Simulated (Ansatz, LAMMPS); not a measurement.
# A frame of glassy nearly rigid 67SiO2-19B2O3-7CaO-7K2O (mol %) from 1700 K, run at 300 K (89 atoms) in motion

How do the atoms of a frame of glassy nearly rigid 67SiO2-19B2O3-7CaO-7K2O (mol %) from 1700 K, run at 300 K (89 atoms) move, and what local order do they keep?

Program: Ansatz 0.2.0. Level of theory: Kohn-Sham DFT, PBEsol, PAW (set soft_2), plane waves. Results are calculated unless marked as measured.

### Step 1. The structure

The cell holds 89 atoms: 18 Si, 10 B, 2 Ca, 4 K and 55 O. Its edges and angles: a = 10.949 Å, b = 10.949 Å, c = 10.949 Å, α = 90.0°, β = 90.0°, γ = 90.0°. 89 atoms (18 Si, 10 B, 2 Ca, 4 K, 55 O) placed at random at 2.26 g/cm³, melted at 3000 K for 20 ps at fixed volume with the Buckingham and Coulomb pair potential of Guillot and Sator (Geochim. Cosmochim. Acta 71, 1249 (2007)) with the boron terms of Wang et al. (J. Non-Cryst. Solids 498, 294 (2018)). Snapshot at the end of a hold of 10 ps at 1700 K and zero pressure.

What the set-up can't give: The network of bonds at the start is that of the classical potential that made the cell, and needn't be the one that DFT or experiment would give. The cell was made at 1700 K but the dynamics is set to 300 K: the trajectory isn't one at 1700 K. The Brillouin zone is sampled at Γ only, in a cell whose shortest periodic width is 11 Å.

### Step 2. Single point at the start

The forces at the start show how far the geometry lies from a minimum of this functional.

input.yaml

```yaml
crystal:
  lattice:
    - [10.94944, 0.0, 0.0]
    - [0.0, 10.94944, 0.0]
    - [0.0, 0.0, 10.94944]
  atoms:
    - { symbol: Si, position: [0.70554, 0.9722, 0.4333] }
    - { symbol: Si, position: [0.9573, 0.31186, 0.63532] }
    - { symbol: Si, position: [0.58186, 0.12781, 0.11927] }
    - { symbol: Si, position: [0.33017, 0.74854, 0.92146] }
    [... 79 atom lines left out ...]
    - { symbol: O, position: [0.24582, 0.48411, 0.97496] }
    - { symbol: O, position: [0.32197, 0.21474, 0.63481] }
    - { symbol: O, position: [0.04085, 0.38285, 0.53511] }
    - { symbol: O, position: [0.62821, 0.0501, 0.22985] }
    - { symbol: O, position: [0.01677, 0.187, 0.68184] }
    - { symbol: O, position: [0.37194, 0.85177, 0.3458] }
kpoints:
  mp_grid: { grid: [1, 1, 1] }
hamiltonian:
  xc: pbesol
scf:
  occupations: { method: fermi_dirac, width: 0.146 }
output:
  forces: true
```

On the command line:

```bash
ansatz run input.yaml --threads 4 --pin off --max-ram 8192MiB --backend cpu --events-out ev --progress --plain --runs-dir out
```

The job ended after 11 s (4 threads of Arm Neoverse V2, shared host; peak memory 1.6 GiB; 43 s of CPU time).

Numbers from this run:

* free energy: -53283.8315 eV
* free energy per atom: -598.6947 eV/atom
* SCF cycles: 10
* r.m.s. force component: 1.812 eV/Å
* longest force: 8.919 eV/Å
* Fermi energy: 4.561 eV

The r.m.s. force component of 1.8 eV/Å sets the starting point.

Length of the force by element:

```csv
element,coordination,atoms,mean length of the force (eV/Å),spread,least,most
B,all,10,3.11,1.36,0.971,5.34
Ca,all,2,1.87,0.144,1.72,2.01
K,all,4,0.978,0.422,0.543,1.67
O,all,55,2.19,1.29,0.329,7.08
Si,all,18,4.32,1.82,1.50,8.92
```

### Step 3. Dynamics started at 300 K

Without a thermostat the total energy must stay constant, which tests forces and time step. The time step is 1.0 fs.

input.yaml, as its differences from that of step 2:

```diff
@@ -15 +15,8 @@
   forces: true
+md:
+  timestep: 1.0
+  n_steps: 310
+  ensemble: nve
+  temperature: 300
+  initial_velocities: maxwell_boltzmann
+  seed: 5053
```

Elapsed: 33 min, on 4 threads; peak memory 1.7 GiB; 2.1 h of CPU time.

The program notes that it switched symmetry off.

The trajectory, sampled:

```csv
time (fs),T (K),potential (meV/atom),conserved (meV/atom)
0.0,300,0.0,0.00
21.0,958,-84.4,-0.27
41.0,1047,-95.7,-0.26
62.0,1165,-110.8,-0.33
83.0,983,-87.6,-0.22
103.0,1131,-106.5,-0.28
124.0,1132,-106.7,-0.28
145.0,1027,-93.2,-0.31
165.0,965,-85.2,-0.24
186.0,1080,-99.9,-0.24
207.0,989,-88.3,-0.27
227.0,1145,-108.3,-0.32
248.0,967,-85.5,-0.26
269.0,1031,-93.6,-0.21
289.0,1027,-93.2,-0.27
310.0,1069,-98.6,-0.33
```

Mean square displacement from the first frame to the last: Si 0.21 Å², B 0.18 Å², Ca 0.16 Å², K 1.4 Å², O 0.38 Å².

The mean square displacement by time lag:

```csv
time lag (fs),B (Å²),Ca (Å²),K (Å²),O (Å²),Si (Å²)
1.0,2.1e-4,4.0e-5,5.9e-5,1.7e-4,9.2e-5
7.0,0.00944,0.00193,0.00293,0.00778,0.00431
13.0,0.0256,0.00653,0.0101,0.0243,0.0131
20.0,0.0412,0.0149,0.0240,0.0491,0.0250
26.0,0.0500,0.0243,0.0405,0.0725,0.0339
33.0,0.0590,0.0371,0.0648,0.102,0.0425
39.0,0.0670,0.0492,0.0898,0.128,0.0494
45.0,0.0759,0.0618,0.118,0.155,0.0566
52.0,0.0909,0.0768,0.155,0.185,0.0655
58.0,0.108,0.0894,0.190,0.209,0.0733
65.0,0.128,0.104,0.233,0.236,0.0821
71.0,0.141,0.115,0.272,0.257,0.0892
78.0,0.152,0.127,0.319,0.281,0.0968
84.0,0.161,0.136,0.360,0.300,0.103
90.0,0.170,0.144,0.401,0.318,0.108
97.0,0.182,0.151,0.450,0.337,0.116
103.0,0.193,0.157,0.491,0.352,0.123
110.0,0.204,0.161,0.539,0.367,0.132
116.0,0.211,0.164,0.580,0.379,0.139
122.0,0.215,0.166,0.620,0.389,0.146
129.0,0.218,0.168,0.666,0.397,0.153
135.0,0.222,0.169,0.704,0.403,0.158
142.0,0.227,0.170,0.748,0.406,0.163
148.0,0.230,0.170,0.785,0.408,0.167
155.0,0.231,0.172,0.826,0.408,0.172
```

Over the second half of 310 fs the temperature averages 1035 K with swings of 72 K r.m.s. The conserved energy stays within 0.48 meV/atom. From first frame to last K has the largest mean square displacement, 1.4 Å² at the end; the farthest move is 1.87 Å. The mean temperature of 1035 K lies well off the 300 K of the input: without a thermostat, the energy that the start releases heats the cell. The run spans 0.31 ps, too short for its means to be equilibrium values.

### Step 4. Local order late in the run

The g(r) is a mean over the second half.

Density 2.19 g/cm³, 14.75 Å³ an atom.

Mean of 13 frames. Pair distribution functions g(r), in bins of 0.2 Å:

```csv
r (Å),total,O-O,O-Si,O-B,O-K,O-Ca,Si-Si
1.20,0.06,0.00,0.00,0.45,0.00,0.00,0.00
1.40,1.85,0.00,0.11,13.15,0.00,0.00,0.00
1.60,2.76,0.00,10.22,1.51,0.00,0.00,0.00
1.80,0.88,0.00,3.46,0.10,0.00,0.00,0.00
2.00,0.04,0.00,0.13,0.00,0.00,0.34,0.00
2.20,0.26,0.39,0.04,0.00,0.11,3.22,0.00
2.40,0.87,1.92,0.00,0.02,0.75,2.88,0.00
2.60,1.38,2.99,0.00,0.06,1.88,2.14,0.00
2.80,1.07,1.96,0.03,0.22,1.28,1.07,0.06
3.00,0.74,0.62,0.10,0.39,1.36,0.77,2.40
3.20,0.68,0.44,0.43,0.57,1.22,0.25,2.98
3.40,0.85,0.58,0.95,1.09,1.26,0.44,1.05
3.60,1.01,0.66,1.20,1.67,1.00,1.08,0.24
3.80,1.10,0.71,1.48,1.89,1.12,1.07,0.24
4.00,1.10,0.68,1.73,1.62,1.13,0.99,0.31
4.20,1.08,0.81,1.64,1.09,1.03,0.90,0.76
4.40,0.96,1.00,1.02,0.68,0.93,1.25,0.80
4.60,0.99,1.19,0.75,0.56,1.07,1.69,1.30
4.80,1.10,1.48,0.70,0.75,1.25,0.95,1.08
5.00,1.12,1.48,0.78,0.84,1.05,1.05,1.49
5.20,0.96,1.09,0.84,0.79,0.86,1.00,1.29
5.40,0.95,0.91,0.88,1.03,0.72,0.89,1.50
```

### Step 5. Single point at the last frame

The last frame is solved once more, with the analyses that the dynamics left out.

input.yaml

```yaml
crystal:
  lattice:
    - [10.94944, 0.0, 0.0]
    - [0.0, 10.94944, 0.0]
    - [0.0, 0.0, 10.94944]
  atoms:
    - { symbol: Si, position: [0.72083, 0.94507, 0.4484] }
    - { symbol: Si, position: [0.91551, 0.34054, 0.62494] }
    - { symbol: Si, position: [0.58018, 0.16023, 0.07441] }
    - { symbol: Si, position: [0.33581, 0.74364, 0.91092] }
    [... 79 atom lines left out ...]
    - { symbol: O, position: [0.2702, 0.45694, 0.9503] }
    - { symbol: O, position: [0.35644, 0.2125, 0.6076] }
    - { symbol: O, position: [0.00468, 0.43462, 0.55369] }
    - { symbol: O, position: [0.66676, 0.10036, 0.17943] }
    - { symbol: O, position: [0.98112, 0.22217, 0.67311] }
    - { symbol: O, position: [0.39482, 0.88016, 0.37589] }
kpoints:
  mp_grid: { grid: [1, 1, 1] }
hamiltonian:
  xc: pbesol
scf:
  occupations: { method: fermi_dirac, width: 0.146 }
output:
  forces: true
  stress: true
  populations: true
  dos:
    method: { smearing: { sigma: 0.15 } }
    de: 0.1
    projected: { site_lists: { B: [B], Ca: [Ca], K: [K], O: [O], Si: [Si] } }
  eigenvalues: true
  write_density: true
  write_potential: true
  volumetric_format: npy
```

It took 18 s on 4 threads; peak memory 1.6 GiB.

The program notes that the exchange-correlation potential is rough where the density is thin.

Read from the output:

```
free energy                                      : -53292.6068 eV
free energy per atom                             : -598.7933 eV/atom
SCF cycles                                       : 10
pressure                                         : -4.58 GPa
r.m.s. force component                           : 1.354 eV/Å
longest force                                    : 6.019 eV/Å
Fermi energy                                     : 4.353 eV
gap (highest filled to lowest empty level) : 2.785 eV
spilling of the projection                       : 0.01195
```

Length of the force by element:

```csv
element,coordination,atoms,mean length of the force (eV/Å),spread,least,most
B,all,10,2.35,0.798,1.30,3.66
Ca,all,2,0.947,0.484,0.464,1.43
K,all,4,0.502,0.236,0.206,0.867
O,all,55,1.92,0.989,0.425,5.56
Si,all,18,2.78,1.23,0.634,6.02
```

Löwdin charges by element (they lack the spilled electrons, 0.066 e an atom on average):

```csv
element,coordination,atoms,mean charge (e),spread,least,most
B,all,10,0.616,0.0278,0.565,0.646
Ca,all,2,1.80,0.0187,1.78,1.82
K,all,4,0.894,0.0113,0.878,0.910
O,all,55,-0.690,0.135,-1.01,-0.395
Si,all,18,1.69,0.0403,1.59,1.76
```

Density of states as counts of states in windows of 1 eV (from the Fermi level), total and the larger projections:

```csv
from (eV),to (eV),total,O p,Si p,B p,O s,K p
-18,-17,7.6,0.2,0.9,0.0,5.6,0.0
-17,-15,0.0,0.0,0.0,0.0,0.0,0.0
-15,-14,7.8,0.1,0.0,0.0,0.0,7.7
-14,-13,14.1,0.2,0.0,0.0,0.0,13.7
-13,-12,6.9,3.3,0.1,0.1,0.2,2.1
-12,-11,11.0,7.4,0.4,0.3,0.4,0.0
-11,-10,17.5,12.1,1.2,0.7,0.7,0.0
-10,-9,21.1,15.0,2.2,1.5,0.5,0.0
-9,-8,27.1,19.8,3.6,2.5,0.4,0.0
-8,-7,22.3,16.6,2.6,1.9,0.5,0.0
-7,-6,28.8,22.8,1.8,2.3,1.1,0.1
-6,-5,48.4,42.1,2.4,0.9,1.6,0.1
-5,-4,61.1,56.1,1.6,0.7,1.1,0.1
-4,-3,53.6,50.6,0.9,0.3,0.7,0.0
-3,-2,26.7,25.1,0.6,0.1,0.3,0.0
-2,-1,7.5,7.1,0.2,0.0,0.1,0.0
-1,1,0.0,0.0,0.0,0.0,0.0,0.0
1,2,2.2,0.2,0.3,0.1,0.4,0.0
2,3,6.9,0.9,1.2,1.3,0.8,0.0
3,4,23.7,3.2,3.8,5.2,2.0,0.0
4,5,28.6,3.0,6.0,3.2,2.0,0.0
```

Between -26 and -18 eV lie 114 more states.

The levels nearest the highest filled one (over half full), pooled over k-points and spins:

```csv
level less the highest filled one (eV),occupation
-0.685,2
-0.626,2
-0.538,2
-0.473,2
-0.108,2
0,2
2.78,0
3.59,0
4.22,0
4.34,0
4.42,0
4.57,0
```

Mean Löwdin charges: B +0.62, Ca +1.80, K +0.89, O -0.69, Si +1.69 e (they miss 1.2 % of the electrons, so they add up to more than the cell's charge).

### Step 6. What came out

| Quantity | Value |
| --- | --- |
| mean temperature, second half | 1035 K |
| temperature swing, second half | 71.65 K |
| slope of the conserved energy against time, by least squares | -0.0196 meV/atom/ps |
| free energy per atom | -598.7933 eV/atom |
| pressure | -4.58 GPa |
| r.m.s. force component | 1.354 eV/Å |
| gap (highest filled to lowest empty level) | 2.785 eV |
| wall time of the 3 DFT runs | 34 min |

What this shows: Over the second half of 310 fs the temperature averages 1035 K with swings of 72 K r.m.s. The conserved energy stays within 0.48 meV/atom. The mean temperature of 1035 K lies well off the 300 K of the input: without a thermostat, the energy that the start releases heats the cell. The run spans 0.31 ps, too short for its means to be equilibrium values. The highest filled and lowest empty levels differ by 2.78 eV (at Γ alone); a semilocal functional tends to put such gaps too low. In a disordered cell it changes from sample to sample, and tail or defect levels can set it.

What to keep in mind: The stress is far from hydrostatic: its diagonal is -1.5, -6.3, -5.9 GPa, compression counted positive. The pressure of -4.6 GPa is that of one thermal frame at a volume set beforehand, without the kinetic term.

[Logs are printed without paths, hosts, clocks, repeated set-up lines and the standing remarks that a program may print on its own settings, such as how far it seeks lower states.]

[Hosts, paths, dates, database ids (printed as entryN), source tags and the programs' standing remarks are cut or masked in the printed files.]
